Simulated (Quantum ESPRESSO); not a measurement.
# MgO (Periclase): a worked LO-TO splitting

How high does the longitudinal optical mode of MgO (Periclase) lie, given the transverse one, the Born charge and ε∞?

Main program and level: Quantum ESPRESSO 7.5; DFT LDA, scalar-relativistic, plane waves, PseudoDojo norm-conserving pseudopotentials.

The database entry behind the starting cell differs from later determinations by our own check (about 0.1 % long), so it need not match the best structure at ambient conditions.

## Step 1: The relaxed structure

The structure is cubic, space group Fm-3m (No. 225). Conventional cell: a = 4.160 Å, b = 4.160 Å, c = 4.160 Å, α = 90.00°, β = 90.00°, γ = 90.00°. Nearest to Mg lie 6 O at 2.08 Å. Nearest to O lie 6 Mg at 2.08 Å. Farther neighbours and most contacts between anions are not listed.

This is the cell after its relaxation at this level of theory, not the database cell from which that began.

## Step 2: What the response run gave

A linear-response run on the relaxed cell, with the response to an electric field; only its zone-centre results are used. Cutoff 84 Ry, k mesh 12×12×12.

Output:

```text
[banners, grids, parts of the stress and lines that vanish by symmetry left out]
Program PHONON v.7.5
     Reading xml data from directory:

[...]
Exchange-correlation= PW
                           (   1   4   0   0   0   0   0)
[...]
kinetic-energy cut-off    =      84.0000  Ry
     charge density cut-off    =     336.0000  Ry
     convergence threshold     =      1.0E-18
[...]
Exchange-correlation= PW
                           (   1   4   0   0   0   0   0)
[...]
q = (   0.0000000   0.0000000   0.0000000 )
     49 Sym.Ops. (with q -> -q+G )
     G cutoff =  526.0558  (  12627 G-vectors)     FFT grid: ( 36, 36, 36)
     number of k points=    72
[...]
Mode symmetry, O_h (m-3m)  point group:
[...]
Dielectric constant
[...]
End of electric fields calculation
          Dielectric constant in cartesian axis
          (       3.171331095      -0.000000000      -0.000000000 )
          (      -0.000000000       3.171331095       0.000000000 )
          (      -0.000000000       0.000000000       3.171331095 )
          Effective charges (d Force / dE) in cartesian axis without acoustic sum rule applied (asr)
           atom    1  Mg    Mean Z*:        1.97186
      Ex  (        1.97186       -0.00000       -0.00000 )
      Ey  (       -0.00000        1.97186        0.00000 )
      Ez  (       -0.00000        0.00000        1.97186 )
           atom    2  O     Mean Z*:       -1.97159
      Ex  (       -1.97159        0.00000        0.00000 )
      Ey  (        0.00000       -1.97159       -0.00000 )
      Ez  (        0.00000       -0.00000       -1.97159 )
          Effective charges Sum: Mean:        0.00027
[...]
Effective charges (d Force / dE) in cartesian axis with asr applied:
           atom    1  Mg    Mean Z*:        1.97173
[...]
atom    2  O     Mean Z*:       -1.97173
[...]
Representation #   1 modes #   1   2   3
[...]
End of self-consistent calculation
     Convergence has been achieved
     Representation #   2 modes #   4   5   6
[...]
End of self-consistent calculation
     Convergence has been achieved
[...]
Dielectric constant in cartesian axis
          (       3.171331095      -0.000000000      -0.000000000 )
          (      -0.000000000       3.171331095       0.000000000 )
          (      -0.000000000       0.000000000       3.171331095 )
          Effective charges (d Force / dE) in cartesian axis without acoustic sum rule applied (asr)
           atom    1  Mg    Mean Z*:        1.97186
      Ex  (        1.97186       -0.00000       -0.00000 )
      Ey  (       -0.00000        1.97186        0.00000 )
      Ez  (       -0.00000        0.00000        1.97186 )
           atom    2  O     Mean Z*:       -1.97159
      Ex  (       -1.97159        0.00000        0.00000 )
      Ey  (        0.00000       -1.97159       -0.00000 )
      Ez  (        0.00000       -0.00000       -1.97159 )
          Effective charges Sum: Mean:        0.00027
[...]
Effective charges (d Force / dE) in cartesian axis with asr applied:
           atom    1  Mg    Mean Z*:        1.97173
[...]
atom    2  O     Mean Z*:       -1.97173
[...]
q = (    0.000000000   0.000000000   0.000000000 )
[...]
freq (    1) =       0.084185 [THz] =       2.808104 [cm-1]
     freq (    2) =       0.084185 [THz] =       2.808104 [cm-1]
     freq (    3) =       0.084185 [THz] =       2.808104 [cm-1]
     freq (    4) =      12.266595 [THz] =     409.169564 [cm-1]
     freq (    5) =      12.266595 [THz] =     409.169564 [cm-1]
     freq (    6) =      12.266595 [THz] =     409.169564 [cm-1]
[...]
Mode symmetry, O_h (m-3m)  point group:
     freq (   1-   3) =          2.8  [cm-1]   --> T_1u G_15  G_4- I
     freq (   4-   6) =        409.2  [cm-1]   --> T_1u G_15  G_4- I

   JOB DONE.
```

| quantity | value |
| --- | --- |
| cell volume Ω (Å³) | 18.002 |
| mass of Mg (u) | 24.305 |
| mass of O (u) | 15.999 |
| Born charge of Mg, raw (e) | 1.972 |
| Born charge of O, raw (e) | -1.972 |
| ε∞ | 3.171 |
| ω(TO) after the sum rule (cm⁻¹) | 409.2 |

## Step 3: The calculation

The charges must sum to zero over the cell; taking off their mean, 0.000 e, leaves Z* = 1.972 e on Mg. In the polar mode Mg moves against O, so the reduced mass is μ = 24.30 × 16.00 / 40.30 = 9.648 u.

A longitudinal wave builds up a field that adds to the restoring force: ω(LO)² = ω(TO)² + 4π Z*² / (μ Ω ε∞), in Hartree atomic units. With μ = 17587 electron masses and Ω = 121.48 bohr³ the second term is 7.2104e-06 Ha², or 347317 cm⁻² (1 Ha = 219474.6 cm⁻¹).

So ω(LO) = √(167412 + 347317) = 717.4 cm⁻¹, and by the Lyddane-Sachs-Teller relation ε₀ = ε∞ (ω(LO)/ω(TO))² = 9.75.

## Step 4: Check against the program

The analysis program adds the same non-analytic term to the full matrix, here for q along (1 0 0).

Output:

```text
[banner, memory and clock lines left out]
Program DYNMAT v.7.5

     Reading Dynamical Matrix from file g.dyn
     ...Force constants read
     ...epsilon and Z* read

     Polarizability (A^3 units)
     multiply by 0.580121 for Clausius-Mossotti correction
         3.110556   -0.000000   -0.000000
        -0.000000    3.110556    0.000000
        -0.000000    0.000000    3.110556

     IR activities are in (D/A)^2/amu units

# mode   [cm-1]    [THz]      IR
    1     -0.00   -0.0000    0.0000
    2     -0.00   -0.0000    0.0000
    3     -0.00   -0.0000    0.0000
    4    409.16   12.2664    9.2965
    5    409.16   12.2664    9.2965
    6    717.44   21.5083    9.2965
```

ε₀ comes from the program's run without a direction of q.

| quantity | by hand | program |
| --- | --- | --- |
| ω(LO) (cm⁻¹) | 717.4 | 717.4 |
| ε₀ | 9.75 | 9.75 |

## Step 5: Summary of results

| Property | Result |
| --- | --- |
| TO mode | 409.2 cm⁻¹ |
| LO mode | 717.4 cm⁻¹ |
| static dielectric constant | 9.750 |

**Reading.** The LO mode of MgO (Periclase) lies at 717 cm⁻¹, 308 cm⁻¹ above the TO mode; the formula meets the program within 0.1 cm⁻¹, as it must for a cubic crystal with one polar mode. ω(LO)² − ω(TO)² goes with Z*²/ε∞: an error of 5 % in ε∞ would move the LO mode by 11.6 cm⁻¹, and semilocal functionals tend to overestimate ε∞. These are harmonic values at zero temperature, at the volume of this functional, for the structure held cubic; stability elsewhere in the zone is no part of this calculation.

[Host names and launcher messages were left out of these logs when they were recorded.]

[Logs are printed without paths, hosts, clocks, repeated set-up lines and the standing remarks that a program may print on its own settings, such as how far it seeks lower states.]

[Hosts, paths, dates, database ids (printed as entryN), source tags and the programs' standing remarks are cut or masked in the printed files.]
